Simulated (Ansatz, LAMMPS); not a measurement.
## Glassy 57SiO2-27Al2O3-16BaO (mol %) (149 atoms) in motion

Wanted: a short trajectory of glassy 57SiO2-27Al2O3-16BaO (mol %) (149 atoms) with its pair distributions.

Main program and level: Ansatz 0.2.0; Kohn-Sham DFT, PBEsol, PAW (set soft_2), plane waves.

## (1) Starting point

The cell holds 149 atoms: 25 Si, 24 Al, 7 Ba and 93 O. Its edges and angles: a = 12.007 Å, b = 12.007 Å, c = 12.007 Å, α = 90.0°, β = 90.0°, γ = 90.0°. 149 atoms (25 Si, 24 Al, 7 Ba, 93 O) placed at random at 3.64 g/cm³, melted at 4000 K for 10 ps at fixed volume with the Morse and Coulomb pair potential with partial charges (Pedone, Malavasi, Menziani, Cormack and Segre, J. Phys. Chem. B 110, 11780 (2006)). Quenched from 4000 K to 300 K at 25 K/ps and fixed volume, held 5 ps.

What the set-up can't give: The quench rate of 25 K/ps far exceeds what a furnace or splat quench reaches, so expect more defects and frozen-in strain than in a real sample. The starting topology of bonds comes from the classical model. The Brillouin zone is sampled at Γ only, in a cell whose shortest periodic width is 12 Å. No spin–orbit coupling is included, so levels derived from the heavy atoms are approximate.

## (2) Dynamics at 600 K

A Nosé–Hoover thermostat steers the temperature while disturbing the dynamics little. The time step is 1.0 fs.

Input file input.yaml:

```yaml
crystal:
  lattice:
    - [12.0072, 0.0, 0.0]
    - [0.0, 12.0072, 0.0]
    - [0.0, 0.0, 12.0072]
  atoms:
    - { symbol: Si, position: [0.04882, 0.80666, 0.22624] }
    - { symbol: Si, position: [0.26195, 0.82256, 0.97553] }
    - { symbol: Si, position: [0.18472, 0.24004, 0.98944] }
    - { symbol: Si, position: [0.00648, 0.24399, 0.59896] }
    [... 139 atom lines left out ...]
    - { symbol: O, position: [0.60054, 0.06814, 0.11655] }
    - { symbol: O, position: [0.54227, 0.2555, 0.34651] }
    - { symbol: O, position: [0.0491, 0.26571, 0.47206] }
    - { symbol: O, position: [0.87448, 0.25878, 0.59784] }
    - { symbol: O, position: [0.13209, 0.74784, 0.3119] }
    - { symbol: O, position: [0.46012, 0.22637, 0.80206] }
kpoints:
  mp_grid: { grid: [1, 1, 1] }
hamiltonian:
  xc: pbesol
scf:
  occupations: { method: fixed }
output:
  forces: true
md:
  timestep: 1.0
  n_steps: 102
  ensemble: nvt_nose_hoover
  temperature: 600
  initial_velocities: maxwell_boltzmann
  seed: 3201
```

Launch:

```
$ ansatz run input.yaml --threads 4 --pin off --max-ram 8192MiB --backend cpu --events-out ev --progress --plain --runs-dir out
```

It took 27 min on 4 threads of Arm Neoverse V2, shared host; peak memory 2.6 GiB; 1.7 h of CPU time.

The program notes that it switched symmetry off.

The trajectory, sampled:

```csv
time (fs),T (K),potential (meV/atom),conserved (meV/atom)
0.0,600,0.0,0.00
7.0,656,-7.2,-0.04
14.0,638,-4.9,-0.02
20.0,598,0.0,-0.01
27.0,546,6.7,0.02
34.0,608,-1.3,-0.01
41.0,657,-7.8,-0.03
48.0,624,-3.6,0.02
54.0,679,-10.9,-0.03
61.0,650,-7.5,-0.02
68.0,596,-0.9,-0.01
75.0,605,-2.4,-0.02
82.0,603,-2.5,0.01
88.0,663,-10.6,-0.04
95.0,604,-3.6,-0.01
102.0,558,1.8,0.00
```

Mean square displacement from the first frame to the last: Si 0.079 Å², Al 0.098 Å², Ba 0.044 Å², O 0.10 Å².

The mean square displacement by time lag:

```csv
time lag (fs),Al (Å²),Ba (Å²),O (Å²),Si (Å²)
1.0,5.9e-5,7.1e-6,9.7e-5,5.7e-5
3.0,5.2e-4,6.4e-5,8.7e-4,5.1e-4
5.0,0.00144,1.8e-4,0.00238,0.00140
9.0,0.00448,5.7e-4,0.00727,0.00422
11.0,0.00650,8.4e-4,0.0104,0.00599
13.0,0.00878,0.00117,0.0139,0.00788
15.0,0.0113,0.00155,0.0175,0.00979
17.0,0.0139,0.00198,0.0212,0.0117
21.0,0.0193,0.00299,0.0284,0.0150
23.0,0.0220,0.00356,0.0318,0.0165
26.0,0.0261,0.00450,0.0365,0.0185
28.0,0.0287,0.00519,0.0395,0.0196
30.0,0.0312,0.00591,0.0423,0.0207
34.0,0.0362,0.00749,0.0478,0.0228
36.0,0.0386,0.00834,0.0504,0.0239
38.0,0.0410,0.00923,0.0531,0.0249
40.0,0.0433,0.0101,0.0557,0.0260
42.0,0.0457,0.0111,0.0584,0.0271
46.0,0.0504,0.0131,0.0635,0.0294
48.0,0.0528,0.0142,0.0660,0.0306
51.0,0.0564,0.0158,0.0694,0.0326
```

Over the second half of 102 fs the temperature averages 622 K, falling from about 666 to 598 K (means over the first and last quarter of that half). The conserved energy stays within 0.06 meV/atom. From first frame to last O has the largest mean square displacement, 0.10 Å² at the end; the farthest move is 0.83 Å. The count of bonds goes from 279 in the first frame to 285 in the last, by one set of cutoffs: 4 pairs passed out of them and 10 came within. The run spans 0.10 ps, too short for its means to be equilibrium values.

## (3) Distances and neighbours late in the run

The g(r) is a mean over the second half; what follows it is taken at the last frame.

Density 3.64 g/cm³, 11.62 Å³ an atom.

Mean of 14 frames. g(r), total and by pair (bins of 0.2 Å):

```csv
r (Å),total,O-O,O-Si,O-Al,O-Ba,Si-Si,Si-Al
1.50,0.56,0.00,2.65,0.02,0.00,0.00,0.00
1.70,2.44,0.00,7.99,3.80,0.00,0.00,0.00
1.90,1.18,0.00,0.49,5.36,0.00,0.00,0.00
2.10,0.17,0.00,0.08,0.76,0.00,0.00,0.00
2.30,0.14,0.25,0.03,0.17,0.04,0.00,0.00
2.50,0.84,1.79,0.02,0.16,1.67,0.00,0.19
2.70,1.54,3.26,0.00,0.29,2.37,0.06,0.65
2.90,1.24,1.86,0.23,0.46,2.50,1.71,1.56
3.10,1.11,1.07,0.81,0.59,1.34,2.74,2.80
3.30,1.04,0.73,1.06,0.97,0.81,1.28,2.08
3.50,0.90,0.73,0.92,1.12,0.47,0.24,0.83
3.70,0.94,0.65,1.25,1.10,0.75,0.59,0.56
3.90,1.05,0.60,1.79,1.35,0.77,0.82,0.80
4.10,1.08,0.56,1.64,1.66,0.66,1.34,0.81
4.30,1.03,0.68,1.34,1.47,0.91,0.96,1.25
4.50,1.01,0.94,0.80,1.37,1.17,1.22,1.01
4.70,0.99,1.30,0.68,0.84,1.07,0.87,0.73
4.90,0.96,1.32,0.59,0.74,1.15,0.84,0.66
5.10,1.06,1.46,0.77,0.69,1.39,1.31,0.72
5.30,1.02,1.32,0.90,0.65,0.98,1.09,1.02
5.50,0.92,1.02,0.82,0.73,0.90,0.95,1.09
5.70,0.99,0.88,1.14,0.97,0.84,0.74,1.42
5.90,0.95,0.80,1.04,1.04,1.05,0.94,1.16
```

Bonds by pair of elements; cutoffs follow the first minimum of g(r), held within bounds set by covalent radii, and pairs that aren't listed don't count as bonded:

```csv
pair A-B,cutoff (Å),bonds,mean length (Å),spread (Å),shortest (Å),B about A,A about B
O-Si,2.16,104,1.67,0.083,1.54,1.12,4.16
O-Al,2.38,112,1.87,0.127,1.63,1.20,4.67
O-Ba,3.52,69,2.90,0.25,2.36,0.742,9.86
```

How many atoms have how many bonded neighbours:

```csv
element,mean,2,3,4,5,6,9,10,11
Al,4.67,0,0,10,12,2,0,0,0
Ba,9.86,0,0,0,0,0,2,4,1
O,3.06,17,54,21,1,0,0,0,0
Si,4.16,0,0,22,2,1,0,0,0
```

Bond angles, per cent of each kind in bins of 5°:

```csv
angle (°),O-Al-O,O-Si-O,Ba-O-Si,Al-O-Si,Al-O-Al
65–70,1.0,0.0,0.0,0.0,0.0
70–75,1.4,0.6,0.0,0.0,0.0
75–80,5.7,0.0,2.4,0.0,0.0
80–85,5.2,3.0,9.6,1.3,1.8
85–90,10.0,4.8,12.0,1.3,1.8
90–95,13.8,4.2,10.8,5.3,15.8
95–100,13.3,10.8,10.8,6.7,12.3
100–105,9.5,11.4,7.2,4.0,10.5
105–110,7.1,26.3,10.8,5.3,5.3
110–115,6.7,16.8,9.6,2.7,8.8
115–120,4.3,7.8,6.0,17.3,14.0
120–125,4.8,9.6,4.8,6.7,8.8
125–130,1.9,1.2,3.6,9.3,7.0
130–135,1.4,0.0,3.6,6.7,5.3
135–140,1.9,0.6,3.6,10.7,0.0
140–145,1.0,0.0,2.4,5.3,1.8
145–150,1.4,0.0,2.4,4.0,0.0
150–155,1.0,0.0,0.0,4.0,5.3
155–160,0.5,0.0,0.0,0.0,0.0
160–165,2.9,0.6,0.0,5.3,0.0
165–170,2.9,0.6,0.0,1.3,1.8
170–175,1.9,1.2,0.0,0.0,0.0
175–180,0.5,0.6,0.0,2.7,0.0
```

Bond angles (no mean is given where the spread exceeds 20°):

```csv
angle,count,mean (°),spread (°)
O-Al-O,210,-,-
O-Si-O,167,109,15.1
Ba-O-Si,83,105,17.8
Al-O-Si,75,-,-
Al-O-Al,57,112,18.2
```

Oxygen atoms by the number of network formers (Si, P, Ge, B, Al, As, Ga) bound to them:

```csv
network formers bound to O,O atoms,per cent
0,0,0
1,4,4.3
2,56,60.2
3,32,34.4
4,1,1.1
```

Network units: each former by its oxygen neighbours and how many of them bridge to another former:

```csv
former,O neighbours,bridging O,atoms
Si,4,3,4
Si,4,4,18
Si,5,5,2
Si,6,6,1
Al,4,4,10
Al,5,5,12
Al,6,6,2
```

Bond length by coordination (bonds to H left out):

```csv
element,coordination,atoms,mean bond length (Å)
Al,4,10,1.81
Al,5,12,1.89
Al,6,2,1.98
Ba,9,2,2.87
Ba,10,4,2.90
Ba,11,1,2.91
O,2,17,1.68
O,3,54,1.99
O,4,21,2.27
O,5,1,2.44
Si,4,22,1.65
Si,5,2,1.73
Si,6,1,1.84
```

Rings of the network by King's shortest-path rule, up to 12 atoms, one path for each pair of neighbours; H, halogens, alkali and alkaline-earth atoms are left out, and the last column divides by all other atoms, bonded or not:

```csv
ring size (atoms),rings,per network atom
4,17,0.12
6,31,0.218
8,66,0.465
10,56,0.394
12,27,0.19
```

Counting bonds as in the table, 50 % of Al atoms have 5, 57 % of Ba atoms have 10, 58 % of O atoms have 3 and 88 % of Si atoms have 4 bonded neighbours. 60 % of the oxygens bridge two formers (Si and Al) and 4 % are non-bridging; 34 % join three; 1 % join four. The commonest Si unit has 4 oxygens, 4 of them shared with other formers (18 of 25 atoms). Rings of 8 atoms are the most common (34 % of those counted); sizes run from 4 to 12, where the search stops.

## (4) Single point at the last frame

The last frame is solved once more, with the analyses that the dynamics left out.

Input file input.yaml:

```yaml
crystal:
  lattice:
    - [12.0072, 0.0, 0.0]
    - [0.0, 12.0072, 0.0]
    - [0.0, 0.0, 12.0072]
  atoms:
    - { symbol: Si, position: [0.064, 0.82531, 0.23013] }
    - { symbol: Si, position: [0.26527, 0.83021, 0.97863] }
    - { symbol: Si, position: [0.19325, 0.24295, 0.98959] }
    - { symbol: Si, position: [0.99313, 0.23811, 0.61727] }
    [... 139 atom lines left out ...]
    - { symbol: O, position: [0.575, 0.04872, 0.1257] }
    - { symbol: O, position: [0.56519, 0.26813, 0.33658] }
    - { symbol: O, position: [0.03008, 0.2595, 0.48692] }
    - { symbol: O, position: [0.85651, 0.25621, 0.6186] }
    - { symbol: O, position: [0.14346, 0.75855, 0.31682] }
    - { symbol: O, position: [0.47329, 0.22244, 0.79146] }
kpoints:
  mp_grid: { grid: [1, 1, 1] }
hamiltonian:
  xc: pbesol
scf:
  occupations: { method: fixed }
output:
  forces: true
  stress: true
  populations: true
  dos:
    method: { smearing: { sigma: 0.08 } }
    de: 0.1
    projected: { site_lists: { Al: [Al], Ba: [Ba], O: [O], Si: [Si] } }
  eigenvalues: true
  write_density: true
  write_potential: true
  volumetric_format: npy
  elf: true
```

Run time: 46 s. Hardware: 4 threads; peak memory 2.7 GiB.

Numbers from this run:

- free energy: -121498.3692 eV
- free energy per atom: -815.4253 eV/atom
- SCF cycles: 10
- pressure: -0.1384 GPa
- r.m.s. force component: 1.243 eV/Å
- longest force: 5.048 eV/Å
- Fermi energy: 6.149 eV
- gap (highest filled to lowest empty level): 3.551 eV
- spilling of the projection: 0.01211

Neighbours are counted within 2.16 Å (O-Si), 2.38 Å (O-Al), 3.52 Å (O-Ba), the cutoffs taken from the dynamics.

Length of the force by element and coordination:

```csv
element,coordination,atoms,mean length of the force (eV/Å),spread,least,most
Al,all,24,1.83,0.824,0.444,3.74
Al,4,10,1.61,0.660,0.444,2.59
Al,5,12,2.05,0.867,0.794,3.74
Al,6,2,1.61,0.942,0.671,2.55
Ba,all,7,0.865,0.435,0.401,1.68
Ba,9,2,0.934,0.363,0.572,1.30
Ba,10,4,0.626,0.198,0.401,0.922
Ba,11,1,1.68,0,1.68,1.68
O,all,93,1.68,0.867,0.209,5.05
O,2,17,1.54,0.752,0.209,3.14
O,3,54,1.74,0.880,0.233,4.88
O,4,21,1.65,0.921,0.26,5.05
O,5,1,1.41,0,1.41,1.41
Si,all,25,2.98,1.14,0.356,4.83
Si,4,22,2.83,1.13,0.356,4.83
Si,5,2,4.25,0.315,3.93,4.56
Si,6,1,3.82,0,3.82,3.82
```

Löwdin charges by element and coordination (they lack the spilled electrons, 0.065 e an atom on average):

```csv
element,coordination,atoms,mean charge (e),spread,least,most
Al,all,24,1.26,0.0392,1.19,1.33
Al,4,10,1.26,0.0464,1.19,1.33
Al,5,12,1.27,0.0351,1.20,1.32
Al,6,2,1.26,0.0071,1.25,1.27
Ba,all,7,1.91,0.0229,1.88,1.94
Ba,9,2,1.91,0.0212,1.89,1.93
Ba,10,4,1.90,0.0161,1.88,1.92
Ba,11,1,1.94,0,1.94,1.94
O,all,93,-0.809,0.0515,-0.981,-0.716
O,2,17,-0.784,0.038,-0.865,-0.722
O,3,54,-0.806,0.0538,-0.981,-0.716
O,4,21,-0.833,0.0437,-0.960,-0.749
O,5,1,-0.862,0,-0.862,-0.862
Si,all,25,1.65,0.0453,1.51,1.71
Si,4,22,1.66,0.0459,1.51,1.71
Si,5,2,1.62,0.016,1.60,1.64
Si,6,1,1.60,0,1.60,1.60
```

Density of states as counts of states in windows of 1 eV (from the Fermi level), total and the larger projections:

```csv
from (eV),to (eV),total,O p,Si p
-10,-9,8.1,5.1,0.4
-9,-8,15.8,10.5,0.9
-8,-7,26.5,18.5,1.8
-7,-6,43.7,32.3,4.5
-6,-5,58.2,44.4,5.2
-5,-4,71.9,58.2,4.5
-4,-3,87.8,76.2,2.7
-3,-2,98.4,90.4,1.6
-2,-1,96.8,91.2,1.0
-1,0,49.8,47.4,0.4
0,1,1.0,1.0,0.0
1,3,0.0,0.0,0.0
3,4,2.0,0.1,0.0
4,5,5.7,0.7,0.6
```

The curve was stored every 0.10 eV, coarse against its broadening of 0.08 eV, so these counts are rough.

With fixed occupations the program's Fermi level is the highest filled level; weight inside the gap is the broadening of levels at its edges.

Between -26 and -10 eV lie 242 more states.

The levels nearest the highest filled one (over half full), pooled over k-points and spins:

```csv
level less the highest filled one (eV),occupation
-0.338,2
-0.293,2
-0.264,2
-0.180,2
-0.142,2
0,2
3.55,0
4.75,0
4.89,0
4.98,0
5.04,0
5.16,0
```

Mean Löwdin charges: Al +1.26, Ba +1.91, O -0.81, Si +1.65 e (they miss 1.2 % of the electrons, so they add up to more than the cell's charge).

## (5) Summary of results

```json
{
 "mean temperature, second half": "622 K",
 "temperature swing, second half": "38.63 K",
 "slope of the conserved energy against time, by least squares": "0.0348 meV/atom/ps",
 "free energy per atom": "-815.4253 eV/atom",
 "pressure": "-0.1384 GPa",
 "r.m.s. force component": "1.243 eV/Å",
 "gap (highest filled to lowest empty level)": "3.551 eV",
 "wall time of the 2 DFT runs": "28 min"
}
```

In words: Over the second half of 102 fs the temperature averages 622 K, falling from about 666 to 598 K (means over the first and last quarter of that half). The conserved energy stays within 0.06 meV/atom. The count of bonds goes from 279 in the first frame to 285 in the last, by one set of cutoffs: 4 pairs passed out of them and 10 came within. The run spans 0.10 ps, too short for its means to be equilibrium values. Counting bonds as in the table, 50 % of Al atoms have 5, 57 % of Ba atoms have 10, 58 % of O atoms have 3 and 88 % of Si atoms have 4 bonded neighbours. 60 % of the oxygens bridge two formers (Si and Al) and 4 % are non-bridging; 34 % join three; 1 % join four. The highest filled and lowest empty levels differ by 3.55 eV (at Γ alone); a semilocal functional tends to put such gaps too low. In a disordered cell it changes from sample to sample, and tail or defect levels can set it.

**Limits.** The network of bonds at the start is that of the classical potential that made the cell; in DFT 4 of its 279 bonded pairs passed out of the cutoffs and 10 came within them. The pressure of a single frame lacks the kinetic term, about 0.74 GPa here.

[Logs are printed without paths, hosts, clocks, repeated set-up lines and the standing remarks that a program may print on its own settings, such as how far it seeks lower states.]

[Hosts, paths, dates, database ids (printed as entryN), source tags and the programs' standing remarks are cut or masked in the printed files.]
